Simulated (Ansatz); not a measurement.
## TaSi2N4 monolayer in a perpendicular field

What dipole does a perpendicular field induce in the TaSi2N4 monolayer? A positive field points along +c.

Calculated with Ansatz 0.2.0; plane-wave DFT, PBE-D3(BJ), Ansatz PAW.

This is a report of a sequence of runs, with most program output left out.

## Step 1: Set-up

The cell holds 7 atoms: 4 N, 2 Si and 1 Ta. Cell: a = 2.920 Å, b = 2.920 Å, c = 45.628 Å, α = 90.0°, β = 90.0°, γ = 120.0°. Vacuum lies along c.

As a file:

```xyz
7
Lattice="2.9200 0.0000 0.0000 -1.4600 2.5288 0.0000 0.0000 0.0000 45.6276" Properties=species:S:1:pos:R:3
N     0.0000    0.0000   19.1500
Si    0.0000    1.6859   19.6194
N     0.0000    1.6859   21.3694
Ta    0.0000    0.0000   22.8138
N     0.0000    1.6859   24.2582
Si    0.0000    1.6859   26.0082
N     0.0000    0.0000   26.4776
```

## Step 2: Relaxing the slab

The starting cell is a guess, so the in-plane lattice and the atoms are relaxed first, with the slab cut off from its images along the normal.

Input file input.yaml:

```yaml
crystal:
  lattice:
    - [2.92, 0.0, 0.0]
    - [-1.46, 2.5287941791, 0.0]
    - [0.0, 0.0, 45.6276474669]
  atoms:
    - { symbol: "N", position: [0.0, 0.0, 0.4197016735] }
    - { symbol: Si, position: [0.3333333333, 0.6666666667, 0.4299900032] }
    - { symbol: "N", position: [0.3333333333, 0.6666666667, 0.4683439421] }
    - { symbol: Ta, position: [0.0, 0.0, 0.5], spin: 1.0 }
    - { symbol: "N", position: [0.3333333333, 0.6666666667, 0.5316560579] }
    - { symbol: Si, position: [0.3333333333, 0.6666666667, 0.5700099968] }
    - { symbol: "N", position: [0.0, 0.0, 0.5802983265] }
  periodic: [true, true, false]
magnetization:
  spin_polarized: true
kpoints:
  mp_grid: { grid: [12, 12, 1] }
hamiltonian:
  xc: pbe
  dispersion: d3bj
scf:
  occupations: { method: fermi_dirac, width: 0.05 }
  convergence: { dr2_threshold: 1.0e-09 }
relax:
  f_tol: 0.004
  max_steps: 90
  cell: {}
output:
  write_potential: true
  write_density: true
  volumetric_format: npy
```

Launch:

```console
ansatz run input.yaml --threads 2 --pin off --max-ram 3072MiB --backend cpu --events-out ev --progress --plain --runs-dir out
```

It took 7.1 min on 2 threads of Arm Neoverse N1, shared host; peak memory 0.72 GiB; 14 min of CPU time.

The steps of the relaxation:

| step | energy less that of the first step (eV) | largest force component (eV/Å) | volume (Å³) |
| --- | --- | --- | --- |
| 1 | 0.0000 | 3.3696 | 336.92 |
| 2 | -0.7605 | 0.5729 | 339.84 |
| 3 | -0.7757 | 0.2843 | 342.91 |
| 4 | -0.7781 | 0.0577 | 343.94 |
| 5 | -0.7783 | 0.0043 | 343.87 |
| 6 | -0.7784 | 0.0001 | 343.86 |
| 7* | -0.7835 | 0.0002 | 343.86 |
| 8 | -0.7835 | 0.0001 | 344.01 |
| 9* | -0.7836 | 0.0001 | 344.01 |

Relaxation steps marked * repeat the geometry before them on a plane-wave basis chosen anew for their cell, so energy and pressure can jump there.

Forces are held to the 12 operations that the run works with; a distortion that breaks them can't arise in this run.

| cell as run | before | after | change |
| --- | --- | --- | --- |
| a (Å) | 2.920 | 2.951 | +1.0 % |
| b (Å) | 2.920 | 2.951 | +1.0 % |

The atoms that moved most (Å, along periodic axes as changes of fractional coordinates times the final cell, across vacuum about the mean position):

| atom | dx | dy | dz | length |
| --- | --- | --- | --- | --- |
| Si6 | 0.000 | 0.000 | -0.188 | 0.188 |
| Si2 | 0.000 | 0.000 | 0.188 | 0.188 |
| N3 | 0.000 | 0.000 | 0.187 | 0.187 |
| N5 | 0.000 | 0.000 | -0.187 | 0.187 |
| N7 | 0.000 | 0.000 | -0.153 | 0.153 |
| N1 | 0.000 | 0.000 | 0.153 | 0.153 |

The relaxed structure:

```cif
data_structure
_symmetry_space_group_name_H-M 'P 1'
_symmetry_Int_Tables_number 1
_cell_length_a 2.9506
_cell_length_b 2.9506
_cell_length_c 45.6276
_cell_angle_alpha 90.000
_cell_angle_beta 90.000
_cell_angle_gamma 120.000
_cell_volume 344.01
loop_
_atom_site_label
_atom_site_type_symbol
_atom_site_fract_x
_atom_site_fract_y
_atom_site_fract_z
_atom_site_occupancy
N1 N 0.00000 0.00000 0.42306 1
Si2 Si 0.33333 0.66667 0.43410 1
N3 N 0.33333 0.66667 0.47244 1
Ta4 Ta 0.00000 0.00000 0.50000 1
N5 N 0.33333 0.66667 0.52756 1
Si6 Si 0.33333 0.66667 0.56590 1
N7 N 0.00000 0.00000 0.57694 1
```

This step gave:

| Property | Result |
| --- | --- |
| energy at zero smearing | -12748.3463 eV |
| total moment | 0.6944 μB |
| site moments | 0.007558, 0.002697, 0.01129, 0.2335, 0.01129, 0.002697, 0.007558 μB |

Site moment by atom:

| atom | site moment (μB) |
| --- | --- |
| N1 | 0.008 |
| Si2 | 0.003 |
| N3 | 0.011 |
| Ta4 | 0.233 |
| N5 | 0.011 |
| Si6 | 0.003 |
| N7 | 0.008 |

The lattice constant a goes from 2.920 to 2.951 Å.

## Step 3: Single point, field 0

A sawtooth potential applies the field, turning back in the middle of the vacuum. With the dipole correction the typed value is the field outside the slab. The induced dipole is small, so the SCF threshold is tight.

The cell differs from the one that the last finished run ended in (c 45.628 → 25.022 Å).

Input file input.yaml:

```yaml
crystal:
  lattice:
    - [2.9505611541, 0.0, 0.0]
    - [-1.475280577, 2.5552609149, 0.0]
    - [0.0, 0.0, 25.0215092713]
  atoms:
    - { symbol: "N", position: [0.0, 0.0, 0.3596905328], spin: 0.01 }
    - { symbol: Si, position: [0.3333333333, 0.6666666667, 0.3798375388] }
    - { symbol: "N", position: [0.3333333333, 0.6666666667, 0.4497493179], spin: 0.01 }
    - { symbol: Ta, position: [0.0, 0.0, 0.5], spin: 0.23 }
    - { symbol: "N", position: [0.3333333333, 0.6666666667, 0.5502506821], spin: 0.01 }
    - { symbol: Si, position: [0.3333333333, 0.6666666667, 0.6201624612] }
    - { symbol: "N", position: [0.0, 0.0, 0.6403094672], spin: 0.01 }
magnetization:
  spin_polarized: true
kpoints:
  mp_grid: { grid: [18, 18, 1] }
  band_path:
    path: [[0, 0, 0], [0.5, 0, 0], [0.33333333, 0.33333333, 0], [0, 0, 0]]
    npoints: 16
hamiltonian:
  xc: pbe
  dispersion: d3bj
scf:
  occupations: { method: fermi_dirac, width: 0.02585 }
  convergence: { dr2_threshold: 1.0e-10 }
efield:
  axis: 3
  dipole_correction: true
  ramp_position: 0.97
  ramp_width: 0.06
  amplitude: 0
output:
  dos: { projected: true, e_range: [-6, 5] }
  write_potential: true
  write_density: true
  volumetric_format: npy
  elf: true
```

It took 2.1 min on 2 threads; peak memory 0.7 GiB; 4.2 min of CPU time.

This step gave:

| Quantity | Value |
| --- | --- |
| energy at zero smearing | -12748.3469 eV |
| total moment | 0.7591 μB |
| site moments | 0.008066, 0.003002, 0.01272, 0.2557, 0.01272, 0.003002, 0.008066 μB |
| work function, upper face | 5.281 eV |
| dipole along the normal | 3.81e-7 e·Å |

Running mean over a fixed 2.6 Å (it still follows the layers) of the planar mean; the ramp of the sawtooth is left out. Table of electron's electrostatic potential energy less the Fermi level by z:

| z (Å) | electron's electrostatic potential energy less the Fermi level (eV) |
| --- | --- |
| 4 | 5.28 |
| 5 | 5.28 |
| 6 | 5.26 |
| 7 | 4.80 |
| 8 | -1.62 |
| 9 | -8.18 |
| 10 | -9.95 |
| 11 | -8.02 |
| 12 | -12.1 |
| 13 | -12.2 |
| 14 | -8.07 |
| 15 | -9.95 |
| 16 | -8.24 |
| 17 | -1.83 |
| 18 | 4.76 |
| 19 | 5.26 |
| 20 | 5.28 |
| 21 | 5.28 |

The density of states has structure finer than the step of the table below, so its rows give means over 0.2 eV, whole bins alone (the curve runs from -6 to 1.99 eV). Peaks (eV: height): total -5.92: 6.49, -5.56: 7.83, -5.50: 8.49, -3.11: 5.56, -2.33: 10.8, -2.09: 5.55, 0.01: 3.74; up -5.92: 3.11, -5.56: 5.27, -3.22: 3.00, -2.33: 7.22, -2.14: 3.03, -0.68: 3.66; down -5.92: 3.37, -5.50: 5.91, -3.11: 3.72, -2.28: 5.55, -2.22: 5.20, -2.09: 3.91, 0.01: 3.33.

Density of states against energy, zero at the Fermi level; means over each step; values in states/eV a cell:

| energy (eV) | total | up | down |
| --- | --- | --- | --- |
| -5.8 | 3.77 | 1.87 | 1.90 |
| -5.6 | 5.65 | 3.10 | 2.55 |
| -5.4 | 5.82 | 2.56 | 3.26 |
| -5.2 | 3.39 | 1.60 | 1.79 |
| -5.0 | 3.15 | 1.58 | 1.57 |
| -4.8 | 3.43 | 1.68 | 1.75 |
| -4.6 | 2.71 | 1.28 | 1.43 |
| -4.4 | 2.29 | 1.11 | 1.18 |
| -4.2 | 2.29 | 1.18 | 1.11 |
| -4.0 | 2.19 | 1.10 | 1.09 |
| -3.8 | 2.13 | 1.13 | 1.00 |
| -3.6 | 3.62 | 2.00 | 1.62 |
| -3.4 | 3.90 | 1.93 | 1.97 |
| -3.2 | 4.36 | 2.32 | 2.04 |
| -3.0 | 3.77 | 1.76 | 2.01 |
| -2.8 | 3.59 | 1.75 | 1.84 |
| -2.6 | 4.11 | 2.05 | 2.06 |
| -2.4 | 6.05 | 3.28 | 2.77 |
| -2.2 | 7.07 | 3.05 | 4.01 |
| -2.0 | 2.49 | 0.919 | 1.57 |
| -1.8 | 0.962 | 0.470 | 0.492 |
| -1.6 | 0.840 | 0.413 | 0.426 |
| -1.4 | 0.382 | 0.136 | 0.246 |
| -1.2 | 0 | 0 | 0 |
| -1.0 | 0 | 0 | 0 |
| -0.8 | 0.633 | 0.633 | 0 |
| -0.6 | 2.13 | 2.13 | 0 |
| -0.4 | 0.887 | 0.887 | 0 |
| -0.2 | 0.591 | 0.591 | 0 |
| 0.0 | 2.33 | 0.374 | 1.95 |
| 0.2 | 1.50 | 0.183 | 1.31 |
| 0.4 | 0.939 | 0.216 | 0.723 |
| 0.6 | 0.511 | 0.00677 | 0.504 |
| 0.8 | 0.303 | 0 | 0.303 |
| 1.0 | 0.196 | 0 | 0.196 |
| 1.2 | 0 | 0 | 0 |

Projected DOS per atom over height of the atomic layer and energy from the Fermi level. Layers: N Si N Ta N Si N from below.

Ten even steps from '0' (0.00 states/eV) to '9' (1.50 states/eV), each cell a mean:
```
0000000
0000000
0000000
0001000
0005000
0009000
0004000
0006000
0000000
0000000
1010101
9092909
5073705
4053504
4064604
2053502
2032302
3022203
4133314
5122215
8264628
4253524
```
Columns: height of the atomic layer (Å) from 9 to 16.0 (not evenly spaced); rows upwards: energy from the Fermi level (eV) from -5.96 to 1.96.

Projected DOS per atom, spin up over height of the atomic layer and energy from the Fermi level. Layers: N Si N Ta N Si N from below.

Values in states/eV, 22 rows by 7 columns, each cell a mean:
```
0.00 0.00 0.00 0.00 0.00 0.00 0.00
0.00 0.00 0.00 0.00 0.00 0.00 0.00
0.00 0.00 0.00 0.00 0.00 0.00 0.00
0.00 0.00 0.00 0.00 0.00 0.00 0.00
0.01 0.01 0.02 0.12 0.02 0.01 0.01
0.01 0.01 0.03 0.27 0.03 0.01 0.01
0.02 0.01 0.07 0.64 0.07 0.01 0.02
0.04 0.02 0.10 0.99 0.10 0.02 0.04
0.00 0.00 0.00 0.00 0.00 0.00 0.00
0.06 0.00 0.05 0.00 0.05 0.00 0.06
0.13 0.00 0.12 0.02 0.12 0.00 0.13
0.64 0.02 0.69 0.15 0.69 0.02 0.64
0.41 0.02 0.57 0.25 0.57 0.02 0.41
0.29 0.02 0.43 0.25 0.43 0.02 0.29
0.37 0.03 0.48 0.33 0.48 0.03 0.37
0.24 0.04 0.45 0.28 0.45 0.04 0.24
0.19 0.03 0.25 0.16 0.25 0.03 0.19
0.27 0.05 0.16 0.17 0.16 0.05 0.27
0.32 0.10 0.24 0.22 0.24 0.10 0.32
0.39 0.12 0.17 0.18 0.17 0.12 0.39
0.61 0.22 0.45 0.34 0.45 0.22 0.61
0.31 0.15 0.44 0.32 0.44 0.15 0.31
```
Columns: height of the atomic layer (Å) from 9 to 16.0 (not evenly spaced); rows upwards: energy from the Fermi level (eV) from -5.96 to 1.96.

Projected DOS per atom, spin down over height of the atomic layer and energy from the Fermi level. Layers: N Si N Ta N Si N from below.

Ten even steps from '0' (0.00 states/eV) to '9' (1.10 states/eV), each cell a mean:
```
0000000
0000000
0000000
0002000
0005000
0009000
0000000
0000000
0000000
0000000
1010101
6071706
3052503
3042403
2042402
1031301
1021201
2011102
3022203
3111113
5242425
2132312
```
Columns: height of the atomic layer (Å) from 9 to 16.0 (not evenly spaced); rows upwards: energy from the Fermi level (eV) from -5.96 to 1.96.

Deep bands are left out, so band numbers here count from the lowest band kept and differ from the log's. The electronic bands at the labelled points (eV, zero at the Fermi level; # counts the bands kept):

| point | up #9 | up #10 | up #11 | up #12 | down #9 | down #10 | down #11 | down #12 |
| --- | --- | --- | --- | --- | --- | --- | --- | --- |
| Γ | -2.34 | -2.25 | -2.25 | 0.48 | -2.31 | -2.18 | -2.18 | 1.05 |
| halfway | -3.13 | -2.76 | -2.32 | -0.51 | -3.05 | -2.62 | -2.28 | 0.19 |
| M | -2.48 | -2.42 | -1.95 | -0.71 | -2.41 | -2.38 | -1.90 | 0.00 |
| halfway | -3.10 | -2.27 | -1.81 | -0.38 | -2.96 | -2.21 | -1.76 | 0.33 |
| K | -4.12 | -2.19 | -1.41 | 0.07 | -4.06 | -2.15 | -1.37 | 0.81 |
| halfway | -2.63 | -2.51 | -2.37 | -0.63 | -2.52 | -2.47 | -2.32 | 0.09 |
| Γ | -2.34 | -2.25 | -2.25 | 0.48 | -2.31 | -2.18 | -2.18 | 1.05 |

Site moment by atom:

| atom | site moment (μB) |
| --- | --- |
| N1 | 0.008 |
| Si2 | 0.003 |
| N3 | 0.013 |
| Ta4 | 0.256 |
| N5 | 0.013 |
| Si6 | 0.003 |
| N7 | 0.008 |

Spin density in the ca plane at fractional y = 0.667, with atoms of Si and N within 0.2 Å of it.

Values in units of 1e-2 e/Å³, 5 rows by 16 columns, each cell a mean:
```
0.0 0.0 0.0 0.0 0.0 0.0 0.0 0.1 0.0 0.2 1.2 8.2 1.2 0.2 0.0 0.1
0.0 0.0 0.0 0.0 0.0 0.0 0.0 0.0 0.0 0.3 0.8 5.8 0.8 0.3 0.0 0.0
0.0 0.0 0.0 0.0 0.0 0.0 0.0 0.0 0.1 0.8 0.4 0.8 0.4 0.8 0.1 0.0
0.0 0.0 0.0 0.0 0.0 0.0 0.0 0.0 0.1 1.0 0.5 0.1 0.5 1.0 0.1 0.0
0.0 0.0 0.0 0.0 0.0 0.0 0.0 0.0 0.1 0.4 0.6 3.8 0.6 0.4 0.1 0.0
```
Columns run along c (16.0 Å, from fractional 0.05 to 0.69 of the cell), rows up along a (3.0 Å). Atoms in or near the plane, at fractional coordinates: Si at (0.38, 0.33), N at (0.45, 0.33), N at (0.55, 0.33), Si at (0.62, 0.33).

Electrostatic potential energy in the ca plane at fractional y = 0.667, with atoms of Si and N within 0.2 Å of it. With pseudopotentials it is smooth inside the atoms' cores, unlike the true potential.

Ten even steps from '0' (-57 eV) to '9' (7 eV), each cell a mean:
```
99999999999999999999988889999865678999988899
99999999999999999999988899999765578999988899
99999999999999999999987778998876788999877899
99999999999999999999863247855788875578523589
99999999999999999999740016500488850046200279
99999999999999999999730015500488850036200278
99999999999999999999862147754788874477522589
99999999999999999999987678998876788998877889
```
Columns run along c (16.0 Å, from fractional 0.05 to 0.69 of the cell; values clipped at the 3rd and 97th percentile), rows up along a (3.0 Å). Atoms in or near the plane, at fractional coordinates: Si at (0.38, 0.33), N at (0.45, 0.33), N at (0.55, 0.33), Si at (0.62, 0.33).

ELF in the ca plane at fractional y = 0.667, with atoms of Si and N within 0.2 Å of it. It is the smooth field of the valence electrons, not physical close to the nuclei.

Ten even steps from '0' (0.00) to '9' (0.87), each cell a mean:
```
00000000002467775201211452121114777652100000
00000000002467775201211452121014777652100000
00000000001247885335763222576424787531000000
00000000000125643478886215888852455310000000
00000000000012222698368327736982212210000000
00000000000012122698258327726982312200000000
00000000000124542488887215888862355310000000
00000000001246885336763222576434787531000000
```
Columns run along c (16.0 Å, from fractional 0.16 to 0.79 of the cell), rows up along a (3.0 Å). Atoms in or near the plane, at fractional coordinates: Si at (0.38, 0.33), N at (0.45, 0.33), N at (0.55, 0.33), Si at (0.62, 0.33).

The work function of the upper face is 5.28 eV.

## Step 4: Atoms held, field 0.1 V/Å

input.yaml, as its differences from that of step 3:

```diff
@@ -29,7 +29,6 @@
   dipole_correction: true
-  ramp_position: 0.97
-  ramp_width: 0.06
-  amplitude: 0
+  ramp_position: 0.9365
+  ramp_width: 0.1271
+  amplitude: 0.1
 output:
-  dos: { projected: true, e_range: [-6, 5] }
   write_potential: true
@@ -37,2 +36 @@
   volumetric_format: npy
-  elf: true
```

It took 2.3 min on 2 threads; peak memory 0.71 GiB; 4.6 min of CPU time.

The dipole is 0.0330 e·Å.

## Step 5: Atoms held, field -0.1 V/Å

input.yaml, as its differences from that of step 4:

```diff
@@ -31,3 +31,3 @@
   ramp_width: 0.1271
-  amplitude: 0.1
+  amplitude: -0.1
 output:
```

Wall time 2.3 min (2 threads); peak memory 0.71 GiB; 4.5 min of CPU time.

The dipole is -0.0330 e·Å.

## Step 6: Response, atoms held

This step: plane-wave DFT, PBE-D3(BJ), Ansatz PAW; response to a field along the normal, atoms held (Ansatz 0.2.0).

The dipoles give the slope, and the difference of two potentials shows where the field is screened.

Numbers from this step:

| Quantity | Value |
| --- | --- |
| equivalent conductor thickness p/(ε₀AE) | 7.925 Å |
| distance between the outer atoms | 7.022 Å |

Table of dipole of the cell by applied field:

| applied field (V/Å) | dipole of the cell (e·Å) |
| --- | --- |
| -0.1000 | -0.0330 |
| 0.0000 | 3.8e-7 |
| 0.1000 | 0.0330 |

The total moment stays at 0.759 μB for applied field from -0.1 to 0.1 V/Å.

Local field over the applied field, running mean. From the potentials at -0.1 and 0.1 V/Å; running mean over 2.5 Å. Local field over applied field against z:

| z (Å) | local field over applied field |
| --- | --- |
| 5 | 0.998 |
| 6 | 0.982 |
| 7 | 0.862 |
| 8 | 0.555 |
| 9 | 0.280 |
| 10 | 0.170 |
| 11 | 0.133 |
| 12 | 0.0756 |
| 13 | 0.0747 |
| 14 | 0.132 |
| 15 | 0.169 |
| 16 | 0.275 |
| 17 | 0.548 |
| 18 | 0.857 |
| 19 | 0.981 |
| 20 | 0.998 |

The induced electron density oscillates, so the rows of the table below give means over windows of 1 Å about each position, cut where the curve ends. Its maxima inside the range that stand out by 2 % of the span (Å: e/Å³ per V/Å): 8.2: 0.00384, 9.2: 0.00121, 10.6: 0.00147, 11.4: 0.00109, 13.1: 8.2e-4, 14.0: -3.4e-4, 15.3: 0.00199, 16.1: -4.3e-4. Its minima: 8.9: 4.3e-4, 9.7: -0.00199, 11.0: 3.4e-4, 12.0: -8.2e-4, 13.6: -0.00109, 14.5: -0.00147, 15.8: -0.00121, 16.8: -0.00384.

Electrons, planar mean, per unit field. The induced electron density by z; means over each step:

| z (Å) | induced electron density (e/Å³ per V/Å) |
| --- | --- |
| 5 | 8.2e-6 |
| 6 | 9.7e-5 |
| 7 | 8.3e-4 |
| 8 | 0.00312 |
| 9 | 8.0e-4 |
| 10 | -4.3e-4 |
| 11 | 8.9e-4 |
| 12 | -3.4e-4 |
| 13 | 3.5e-4 |
| 14 | -8.8e-4 |
| 15 | 3.7e-4 |
| 16 | -7.2e-4 |
| 17 | -0.00313 |
| 18 | -8.7e-4 |
| 19 | -1.0e-4 |
| 20 | -8.6e-6 |

By hand: between -0.1 and 0.1 V/Å the dipole changes by 0.06604 e·Å, a slope of 0.3302 e·Å²/V. A perfect conductor of thickness t has p = ε₀AEt, so t = 180.95 × 0.3302 / 7.539 = 7.93 Å (e/ε₀ = 180.95 V·Å, A in Å²).

The induced dipole is that of a conductor 7.93 Å thick.

## Step 7: What came out

```yaml
gap_without_field: none
work_function_upper_face: 5.28 eV
equivalent_conductor_thickness_atoms_held: 7.93 Å
```

The induced dipole equals that of a perfect conductor 7.93 Å thick, while the outer atoms lie 7.02 Å apart. There is no gap over 0.03 eV, with or without the field. For an open d or f shell that can be the fault of a semilocal functional without a Hubbard term. The magnetic order is the one reached from the typed start; other orders were not compared. Spin-orbit coupling is left out, which matters for the bands of elements this heavy. The outer anions sit over the metal atoms, one of several polytypes of such layers and not the lowest for every compound.

[Logs are printed without paths, hosts, clocks, repeated set-up lines and the standing remarks that a program may print on its own settings, such as how far it seeks lower states.]

[Hosts, paths, dates, database ids (printed as entryN), source tags and the programs' standing remarks are cut or masked in the printed files.]

[Maps of the electrostatic potential energy from Ansatz leave out the sawtooth potential of an applied field or a dipole correction, so their vacuum need not be flat; planar profiles and work functions include it.]
